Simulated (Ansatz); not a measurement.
# The Zr2NOS MXene bilayer (AA) between two gates

How do the bands of the Zr2NOS MXene bilayer (AA) follow a displacement field between two gates?

Method: plane-wave DFT, LDA, Ansatz PAW, in Ansatz 0.2.0.

Most raw output is cut from this account.

### Step 1. Set-up

The cell holds 10 atoms: 2 S, 4 Zr, 2 N and 2 O. Its edges and angles: a = 3.217 Å, b = 3.217 Å, c = 59.423 Å, α = 90.0°, β = 90.0°, γ = 120.0°. Regions: layer 1: Zr2NOS MXene, 5 atoms (1 S, 2 Zr, 1 N and 1 O); layer 2: Zr2NOS MXene, 5 atoms (1 S, 2 Zr, 1 N and 1 O). Vacuum lies along c.

### Step 2. Relaxation

The starting cell is a guess, so the in-plane lattice and the atoms are relaxed first, with the slab cut off from its images along the normal.

input.yaml

```yaml
crystal:
  lattice:
    - [3.2175, 0.0, 0.0]
    - [-1.60875, 2.7864367367, 0.0]
    - [0.0, 0.0, 59.4230520913]
  atoms:
    - { symbol: S, position: [0.3333333333, 0.6666666667, 0.3803237835] }
    - { symbol: Zr, position: [0.6666666667, 0.3333333333, 0.4115353232], spin: 1.0 }
    - { symbol: "N", position: [0.0, 0.0, 0.4328997556] }
    - { symbol: Zr, position: [0.3333333333, 0.6666666667, 0.454264188], spin: 1.0 }
    - { symbol: O, position: [0.6666666667, 0.3333333333, 0.4751779831] }
    - { symbol: S, position: [0.3333333333, 0.6666666667, 0.5248220169] }
    - { symbol: Zr, position: [0.6666666667, 0.3333333333, 0.5560335565], spin: 1.0 }
    - { symbol: "N", position: [0.0, 0.0, 0.5773979889] }
    - { symbol: Zr, position: [0.3333333333, 0.6666666667, 0.5987624212], spin: 1.0 }
    - { symbol: O, position: [0.6666666667, 0.3333333333, 0.6196762165] }
  periodic: [true, true, false]
magnetization:
  spin_polarized: true
kpoints:
  mp_grid: { grid: [12, 12, 1] }
hamiltonian:
  xc: lda
scf:
  occupations: { method: fermi_dirac, width: 0.05 }
  convergence: { dr2_threshold: 1.0e-09 }
relax:
  f_tol: 0.004
  max_steps: 90
  cell: {}
output:
  write_potential: true
  write_density: true
  volumetric_format: npy
```

Started as:

```sh
$ ansatz run input.yaml --threads 4 --pin off --max-ram 12288MiB --backend cpu --events-out ev --progress --plain --runs-dir out
```

The job ended after 8.5 min (4 threads of Arm Neoverse V2, shared host; peak memory 1.4 GiB).

The steps of the relaxation:

```csv
step,energy less that of the first step (eV),largest force component (eV/Å),volume (Å³)
1,0.0000,4.3351,532.75
2,-1.6970,1.4362,537.23
3,-1.7214,0.8207,567.28
4,-1.9003,0.1653,554.50
5,-1.9525,0.1894,552.18
6,-2.0020,0.3285,553.98
7,-2.0135,0.3656,559.69
8,-1.9144,0.7938,569.32
9,-2.0223,0.1906,560.25
10,-2.0241,0.0422,560.07
11,-2.0243,0.0143,559.97
12,-2.0243,0.0006,559.96
13*,-2.0483,0.0038,559.96
14,-2.0479,0.0054,560.92
15,-2.0479,0.0029,560.97
16*,-2.0485,0.0029,560.97
```

Relaxation steps marked * repeat the geometry before them on a plane-wave basis chosen anew for their cell, so energy and pressure can jump there. Relaxation step 8 was tried and not accepted.

Forces are held to the 6 operations that the run works with; a distortion that breaks them can't arise in this run.

```csv
cell as run,before,after,change
a (Å),3.217,3.302,+2.6 %
b (Å),3.217,3.302,+2.6 %
```

The atoms that moved most (Å, along periodic axes as changes of fractional coordinates times the final cell, across vacuum about the mean position):

```csv
atom,dx,dy,dz,length
O10,0.000,0.000,-0.924,0.924
S1,0.000,0.000,0.884,0.884
Zr4,0.000,0.000,0.734,0.734
N3,0.000,0.000,0.675,0.675
Zr7,0.000,0.000,-0.651,0.651
Zr2,0.000,0.000,0.613,0.613
N8,0.000,0.000,-0.593,0.593
Zr9,0.000,0.000,-0.592,0.592
```

Final coordinates:

```cif
data_structure
_symmetry_space_group_name_H-M 'P 1'
_symmetry_Int_Tables_number 1
_cell_length_a 3.3016
_cell_length_b 3.3016
_cell_length_c 59.4231
_cell_angle_alpha 90.000
_cell_angle_beta 90.000
_cell_angle_gamma 120.000
_cell_volume 560.97
loop_
_atom_site_label
_atom_site_type_symbol
_atom_site_fract_x
_atom_site_fract_y
_atom_site_fract_z
_atom_site_occupancy
S1 S 0.33333 0.66667 0.39519 1
Zr2 Zr 0.66667 0.33333 0.42186 1
N3 N 0.00000 0.00000 0.44426 1
Zr4 Zr 0.33333 0.66667 0.46662 1
O5 O 0.66667 0.33333 0.47953 1
S6 S 0.33333 0.66667 0.51801 1
Zr7 Zr 0.66667 0.33333 0.54507 1
N8 N 0.00000 0.00000 0.56742 1
Zr9 Zr 0.33333 0.66667 0.58881 1
O10 O 0.66667 0.33333 0.60413 1
```

Numbers from this step:

| Quantity | Value |
| --- | --- |
| energy at zero smearing | -19923.7417 eV |

The lattice constant a goes from 3.217 to 3.302 Å.

### Step 3. Gated layer, displacement field 0, start network

The slab is cut off from its images along the normal. Two sheets of opposite charge stand for the gates, so the stack stays neutral in a displacement field; barriers ahead of the sheets keep electrons from leaking to them. The uncharged case sets the zero.

The cell differs from the one that the last finished run ended in (c 59.423 → 56.615 Å).

input.yaml

```yaml
crystal:
  lattice:
    - [3.3016132151, 0.0, 0.0]
    - [-1.6508066076, 2.8592809178, 0.0]
    - [0.0, 0.0, 56.6154400106]
  atoms:
    - { symbol: S, position: [0.3333333333, 0.6666666667, 0.3903528789] }
    - { symbol: Zr, position: [0.6666666667, 0.3333333333, 0.4183372677] }
    - { symbol: "N", position: [0.0, 0.0, 0.4418529526] }
    - { symbol: Zr, position: [0.3333333333, 0.6666666667, 0.4653183143] }
    - { symbol: O, position: [0.6666666667, 0.3333333333, 0.4788676973] }
    - { symbol: S, position: [0.3333333333, 0.6666666667, 0.5192617692] }
    - { symbol: Zr, position: [0.6666666667, 0.3333333333, 0.5476657946] }
    - { symbol: "N", position: [0.0, 0.0, 0.5711153622] }
    - { symbol: Zr, position: [0.3333333333, 0.6666666667, 0.5935659615] }
    - { symbol: O, position: [0.6666666667, 0.3333333333, 0.6096471211] }
  periodic: [true, true, false]
  symmetry: { detect: true }
kpoints:
  mp_grid: { grid: [30, 30, 1] }
  band_path:
    path: [[0, 0, 0], [0.5, 0, 0], [0.33333333, 0.33333333, 0], [0, 0, 0]]
    npoints: 16
hamiltonian:
  xc: lda
scf:
  occupations: { method: fermi_dirac, width: 0.05 }
  convergence: { dr2_threshold: 1.0e-10 }
output:
  forces: true
  eigenvalues: true
  dos: { projected: true, e_range: [-3, 3], de: 0.01 }
  write_potential: true
  write_density: true
  volumetric_format: npy
  elf: true
external_charges:
  - { charge: 0, barrier: 10, axis: 3, height: 37.015, sigma: 0.25 }
  - { charge: 0, barrier: 10, axis: 3, height: 19.6, sigma: 0.25 }
```

Wall time 2 min (4 threads); peak memory 2.1 GiB.

Numbers from this step:

* energy at zero smearing: -19923.7046 eV
* potential beyond the upper barrier and gate, less the barrier, from the Fermi level: 4.799 eV

Running mean over a fixed 2.5 Å (it still follows the layers) of the planar mean; beyond a gate it holds the 10 eV model barrier. Electron's electrostatic potential energy less the Fermi level against z:

```csv
z (Å),electron's electrostatic potential energy less the Fermi level (eV)
4,15.7
6,15.7
8,15.7
10,15.7
12,15.7
14,15.7
16,15.7
18,15.6
20,8.71
22,-3.59
24,-10.7
26,-12.4
28,-3.34
30,-8.98
32,-10.9
34,-10.6
36,4.51
38,13.7
40,14.8
42,14.8
44,14.8
46,14.8
48,14.8
50,14.8
52,14.8
```

The density of states has structure finer than the step of the table below, so its rows give means over 0.1 eV, whole bins alone (the curve runs from -3 to 1.96 eV). Peaks (eV: height): -2.89: 7.86, -2.77: 13.8, -2.46: 8.23, -1.83: 5.61, 0.89: 5.17, 1.71: 11.5, 1.86: 8.42.

Density of states against energy, zero at the Fermi level; means over each step:

```csv
energy (eV),density of states (states/eV a cell)
-2.9,5.48
-2.8,8.19
-2.7,5.28
-2.6,4.32
-2.5,5.85
-2.4,4.84
-2.3,4.19
-2.2,4.23
-2.1,4.01
-2.0,4.15
-1.9,4.78
-1.8,4.87
-1.7,4.81
-1.6,3.05
-1.5,2.23
-1.4,1.63
-1.3,1.20
-1.2,1.01
-1.1,1.32
-1.0,1.14
-0.9,0.888
-0.8,0.939
-0.7,1.05
-0.6,1.93
-0.5,2.08
-0.4,2.24
-0.3,2.37
-0.2,2.54
-0.1,2.73
0.0,3.09
0.1,3.34
0.2,3.05
0.3,3.50
0.4,3.06
0.5,2.27
0.6,2.70
0.7,3.03
0.8,2.83
0.9,4.13
1.0,2.99
1.1,2.98
1.2,3.14
1.3,3.47
1.4,3.49
1.5,4.14
1.6,3.85
1.7,6.25
1.8,4.04
1.9,5.76
```

Projected DOS per atom over height of the atomic layer and energy from the Fermi level. Layers: S Zr N Zr O S Zr N Zr O from below.

Ten even steps from '0' (0.01 states/eV) to '9' (2.06 states/eV), each cell a mean:
```
0317003160
0216003160
0314002030
0302002030
1303002020
0202003020
0202002020
1303002020
1302003020
0201002010
0200002010
0100002000
0000001000
1000001000
2000010000
4100021000
9210062000
7100062000
7110061000
9120161000
6110171100
5110292201
```
Columns: height of the atomic layer (Å) from 22.1 to 34.5 (not evenly spaced); rows upwards: energy from the Fermi level (eV) from -2.98 to 1.97.

The electronic bands at the labelled points (eV, zero at the Fermi level):

```csv
point,band 37,band 38,band 39,band 40,band 41,band 42,band 43,band 44
Γ,-1.10,-1.10,-0.94,-0.94,0.44,0.44,0.48,0.54
halfway,-2.52,-2.13,-1.70,-1.58,-0.60,-0.19,1.60,1.63
M,-2.77,-2.46,-1.83,-1.69,-1.17,-0.66,1.69,2.07
halfway,-3.06,-3.04,-2.58,-2.28,-0.17,0.26,1.72,1.91
K,-3.32,-3.15,-2.86,-2.77,0.82,0.96,1.26,1.54
halfway,-2.79,-2.51,-2.09,-1.85,0.18,0.45,0.55,0.82
Γ,-1.10,-1.10,-0.94,-0.94,0.44,0.44,0.48,0.54
```

Force by atom:

```csv
atom,x (eV/Å),y (eV/Å),z (eV/Å),size
S1,0.0000,0.0000,0.0770,0.0770
Zr2,0.0000,0.0000,0.0110,0.0110
N3,0.0000,0.0000,-0.0065,0.0065
Zr4,0.0000,0.0000,-0.0030,0.0030
O5,0.0000,0.0000,0.0012,0.0012
S6,0.0000,0.0000,0.0082,0.0082
Zr7,0.0000,0.0000,-0.0034,0.0034
N8,0.0000,0.0000,-0.0158,0.0158
Zr9,0.0000,0.0000,0.0039,0.0039
O10,0.0000,0.0000,-0.0177,0.0177
```

Electrostatic potential energy in the ca plane at fractional y = 0.333, with atoms of Zr and O within 0.2 Å of it. With pseudopotentials it is smooth inside the atoms' cores, unlike the true potential.

Ten even steps from '0' (-57 eV) to '9' (10 eV), each cell a mean:
```
77667888887754346777777778888889999999999999
77423788887630004677775236888889999999999999
76101688887510003677773004888889999999999999
76202688887620003677774115888889999999999999
77656888887642125777776557888889999999999999
66677888877765567777666778888889999999999999
55567888777777777776555678888889999999999999
55567888767777777776555678888889999999999999
66677888777776677777666778888889999999999999
```
Columns run along c (16.0 Å, from fractional 0.46 to 0.74 of the cell; values clipped at the 3rd and 97th percentile), rows up along a (3.3 Å). Atoms in or near the plane, at fractional coordinates: O at (0.48, 0.67), Zr at (0.55, 0.67), O at (0.61, 0.67).

ELF in the ca plane at fractional y = 0.333, with atoms of Zr and O within 0.2 Å of it. It is the smooth field of the valence electrons, not physical close to the nuclei.

Values, 5 rows by 16 columns, each cell a mean:
```
0.35 0.70 0.17 0.36 0.40 0.59 0.22 0.17 0.66 0.62 0.11 0.00 0.00 0.00 0.00 0.00
0.59 0.64 0.28 0.10 0.54 0.53 0.22 0.32 0.62 0.74 0.17 0.00 0.00 0.00 0.00 0.00
0.36 0.70 0.18 0.35 0.42 0.60 0.21 0.18 0.66 0.63 0.11 0.00 0.00 0.00 0.00 0.00
0.24 0.15 0.29 0.74 0.43 0.20 0.48 0.23 0.19 0.15 0.02 0.00 0.00 0.00 0.00 0.00
0.23 0.12 0.29 0.76 0.44 0.20 0.50 0.23 0.17 0.13 0.01 0.00 0.00 0.00 0.00 0.00
```
Columns run along c (16.0 Å, from fractional 0.46 to 0.74 of the cell), rows up along a (3.3 Å). Atoms in or near the plane, at fractional coordinates: O at (0.48, 0.67), Zr at (0.55, 0.67), O at (0.61, 0.67).

Valence density in the ca plane at fractional y = 0.333, with atoms of Zr and O within 0.2 Å of it. It is the smooth field of the valence electrons, not physical close to the nuclei.

Ten steps, logarithmic in the rise over the least value, from '0' (0.0 e/Å³) to '9' (6.7 e/Å³), each cell a mean:
```
34554311233346654332334553200000000000000000
35787521122468885322246886310000000000000000
36899631112478886322247997410000000000000000
35898521122478886322247997410000000000000000
34676421223357775322235665210000000000000000
34443212334344543333334432100000000000000000
44432112344433233444444321000000000000000000
45431112344432233444454311000000000000000000
44432112344433333443444321100000000000000000
```
Columns run along c (16.0 Å, from fractional 0.46 to 0.74 of the cell), rows up along a (3.3 Å). Atoms in or near the plane, at fractional coordinates: O at (0.48, 0.67), Zr at (0.55, 0.67), O at (0.61, 0.67).

There is no gap.

### Step 4. Gated layer, displacement field 0.543 V/nm

input.yaml, as its differences from that of step 3:

```diff
@@ -31,3 +31,2 @@
   eigenvalues: true
-  dos: { projected: true, e_range: [-3, 3], de: 0.01 }
   write_potential: true
@@ -35,5 +34,6 @@
   volumetric_format: npy
-  elf: true
 external_charges:
   - { charge: 0, barrier: 10, axis: 3, height: 37.015, sigma: 0.25 }
+  - { charge: -0.002832, axis: 3, height: 38.515, sigma: 0.33 }
   - { charge: 0, barrier: 10, axis: 3, height: 19.6, sigma: 0.25 }
+  - { charge: 0.002832, axis: 3, height: 18.1, sigma: 0.33 }
```

It took 2.2 min on 4 threads; peak memory 1.9 GiB; 8.8 min of CPU time.

This step gave:

| Quantity | Value |
| --- | --- |
| energy at zero smearing | -19923.7066 eV |
| potential beyond the upper barrier and gate, less the barrier, from the Fermi level | 4.991 eV |

The electronic bands at the labelled points (eV, zero at the Fermi level):

```csv
point,band 37,band 38,band 39,band 40,band 41,band 42,band 43,band 44
Γ,-1.10,-1.10,-0.95,-0.95,0.44,0.44,0.48,0.54
halfway,-2.52,-2.14,-1.70,-1.58,-0.60,-0.19,1.60,1.63
M,-2.77,-2.46,-1.83,-1.69,-1.17,-0.66,1.69,2.07
halfway,-3.06,-3.04,-2.59,-2.28,-0.17,0.25,1.72,1.91
K,-3.32,-3.15,-2.86,-2.77,0.83,0.96,1.27,1.54
halfway,-2.79,-2.51,-2.09,-1.85,0.18,0.45,0.55,0.82
Γ,-1.10,-1.10,-0.95,-0.95,0.44,0.44,0.48,0.54
```

Force by atom:

```csv
atom,x (eV/Å),y (eV/Å),z (eV/Å),size
S1,0.0000,0.0000,0.0723,0.0723
Zr2,0.0000,0.0000,0.0196,0.0196
N3,0.0000,0.0000,-0.0080,0.0080
Zr4,0.0000,0.0000,-0.0057,0.0057
O5,0.0000,0.0000,0.0021,0.0021
S6,0.0000,0.0000,0.0092,0.0092
Zr7,0.0000,0.0000,-0.0073,0.0073
N8,0.0000,0.0000,-0.0201,0.0201
Zr9,0.0000,0.0000,0.0349,0.0349
O10,0.0000,0.0000,-0.0406,0.0406
```

There is no gap.

Of the bands kept, 2 cross the Fermi level on this path.

### Step 5. Gated layer, displacement field 1.09 V/nm

input.yaml, as its differences from that of step 4:

```diff
@@ -36,4 +36,4 @@
   - { charge: 0, barrier: 10, axis: 3, height: 37.015, sigma: 0.25 }
-  - { charge: -0.002832, axis: 3, height: 38.515, sigma: 0.33 }
+  - { charge: -0.005664, axis: 3, height: 38.515, sigma: 0.33 }
   - { charge: 0, barrier: 10, axis: 3, height: 19.6, sigma: 0.25 }
-  - { charge: 0.002832, axis: 3, height: 18.1, sigma: 0.33 }
+  - { charge: 0.005664, axis: 3, height: 18.1, sigma: 0.33 }
```

Elapsed: 2.2 min, on 4 threads; peak memory 1.9 GiB; 8.8 min of CPU time.

There is no gap.

### Step 6. Gated layer, displacement field 2.17 V/nm

input.yaml, as its differences from that of step 5:

```diff
@@ -31,2 +31,3 @@
   eigenvalues: true
+  dos: { projected: true, e_range: [-3, 3], de: 0.01 }
   write_potential: true
@@ -34,6 +35,7 @@
   volumetric_format: npy
+  elf: true
 external_charges:
   - { charge: 0, barrier: 10, axis: 3, height: 37.015, sigma: 0.25 }
-  - { charge: -0.005664, axis: 3, height: 38.515, sigma: 0.33 }
+  - { charge: -0.011328, axis: 3, height: 38.515, sigma: 0.33 }
   - { charge: 0, barrier: 10, axis: 3, height: 19.6, sigma: 0.25 }
-  - { charge: 0.005664, axis: 3, height: 18.1, sigma: 0.33 }
+  - { charge: 0.011328, axis: 3, height: 18.1, sigma: 0.33 }
```

Wall time 2.3 min (4 threads); peak memory 2 GiB; 9.1 min of CPU time.

There is no gap.

### Step 7. Gated layer, displacement field 4.34 V/nm

input.yaml, as its differences from that of step 6:

```diff
@@ -38,4 +38,4 @@
   - { charge: 0, barrier: 10, axis: 3, height: 37.015, sigma: 0.25 }
-  - { charge: -0.011328, axis: 3, height: 38.515, sigma: 0.33 }
+  - { charge: -0.022657, axis: 3, height: 38.515, sigma: 0.33 }
   - { charge: 0, barrier: 10, axis: 3, height: 19.6, sigma: 0.25 }
-  - { charge: 0.011328, axis: 3, height: 18.1, sigma: 0.33 }
+  - { charge: 0.022657, axis: 3, height: 18.1, sigma: 0.33 }
```

Wall time 2.3 min (4 threads); peak memory 2 GiB; 9.2 min of CPU time.

There is no gap.

### Step 8. The series together

This step: plane-wave DFT, LDA, Ansatz PAW; response to a displacement field between two gates (Ansatz 0.2.0).

The potential behind each gate is read from every run and counted from the uncharged case.

Numbers from this step:

- electrostatic distance between the gates: 6.653 Å
- geometric distance between the gates: 20.42 Å

Electron's potential behind the upper gate less behind the lower, less the value without field. Step of the electron's potential energy between the gates against displacement field D/eps0:

```csv
displacement field D/eps0 (V/nm),step of the electron's potential energy between the gates (eV)
0.00,0
0.54,0.361
1.09,0.722
2.17,1.44
4.34,2.89
```

By hand: 4.34 V/nm over the 20.42 Å between the sheets would give 8.87 V in vacuum; the run has 2.89 V, as over 6.65 Å.

### Step 9. Varying the input

This step: plane-wave DFT, LDA, Ansatz PAW (Ansatz 0.2.0).

An input spoilt on purpose, to show how the run answers: it repeats the earlier run at 0.543 V/nm with scf.occupations from method: fermi_dirac, width: 0.05 to method: gaussian, width: 1.0, and scf.max_iter set to 60.

input.yaml, as its differences from that of step 7:

```diff
@@ -26,4 +26,5 @@
 scf:
-  occupations: { method: fermi_dirac, width: 0.05 }
+  occupations: { method: gaussian, width: 1.0 }
   convergence: { dr2_threshold: 1.0e-10 }
+  max_iter: 60
 output:
@@ -31,3 +32,2 @@
   eigenvalues: true
-  dos: { projected: true, e_range: [-3, 3], de: 0.01 }
   write_potential: true
@@ -35,7 +35,6 @@
   volumetric_format: npy
-  elf: true
 external_charges:
   - { charge: 0, barrier: 10, axis: 3, height: 37.015, sigma: 0.25 }
-  - { charge: -0.022657, axis: 3, height: 38.515, sigma: 0.33 }
+  - { charge: -0.002832, axis: 3, height: 38.515, sigma: 0.33 }
   - { charge: 0, barrier: 10, axis: 3, height: 19.6, sigma: 0.25 }
-  - { charge: 0.022657, axis: 3, height: 18.1, sigma: 0.33 }
+  - { charge: 0.002832, axis: 3, height: 18.1, sigma: 0.33 }
```

Wall time 2.8 min (4 threads); peak memory 2.4 GiB.

```csv
quantity,this run,earlier run,difference
"potential beyond the upper barrier and gate, less the barrier, from the Fermi level (eV)",5.069,4.991,0.078
```

It moves by +0.078 eV.

The fault (a smearing of electronvolts) shows in the results, which are not taken further.

### Step 10. The same run with other settings: scf.eigensolver.kind = "davidson"

Another changed input: it repeats the earlier run at 0.543 V/nm with scf.eigensolver.kind to davidson.

input.yaml, as its differences from that of step 9:

```diff
@@ -26,5 +26,5 @@
 scf:
-  occupations: { method: gaussian, width: 1.0 }
+  occupations: { method: fermi_dirac, width: 0.05 }
   convergence: { dr2_threshold: 1.0e-10 }
-  max_iter: 60
+  eigensolver: { kind: davidson }
 output:
```

It took 2.3 min on 4 threads; peak memory 1.6 GiB.

This step gave:

```yaml
energy_at_zero_smearing: -19923.7066 eV
potential_beyond_the_upper_barrier_and_gate_less_the_barrier_from_the_fermi_level: 4.991 eV
```

Electronic bands along the path, in eV, zero at the Fermi level:

(Unchanged from step 4.)

Force by atom:

(Unchanged from step 4.)

```csv
quantity,this run,earlier run,difference
"potential beyond the upper barrier and gate, less the barrier, from the Fermi level (eV)",4.991,4.991,0
```

Nothing in the table moves by 0.01 in its unit.

### Step 11. What came out

* gap with uncharged gates: none
* electrostatic distance between the gates: 6.65 Å
* geometric distance between the gates: 20.4 Å
* gap at 4.34 V/nm: none

**Reading.** The stack has no gap, with or without a field of 4.3 V/nm. The layers screen the field: the voltage is that of a vacuum gap 13.8 Å narrower than the real distance. The gates are charged sheets behind model barriers, not atoms. Gaps are the smaller of those on the path and on the mesh; band edges between these points would make them smaller still. The first relaxation ran with spin and lost its moment, and the later runs have none; other magnetic states were not tried. Spin-orbit coupling is left out. The MXene's terminations sit over the metal atoms of its far layer; the site over carbon or nitrogen, which some compounds prefer, was not run. After relaxation neighbouring layers come as close as 2.3 Å along the normal, so they are bonded in part and no longer a van der Waals stack.

[Logs are printed without paths, hosts, clocks, repeated set-up lines and the standing remarks that a program may print on its own settings, such as how far it seeks lower states.]

[Hosts, paths, dates, database ids (printed as entryN), source tags and the programs' standing remarks are cut or masked in the printed files.]

[Maps of the electrostatic potential energy from Ansatz leave out the sawtooth potential of an applied field or a dipole correction, so their vacuum need not be flat; planar profiles and work functions include it.]
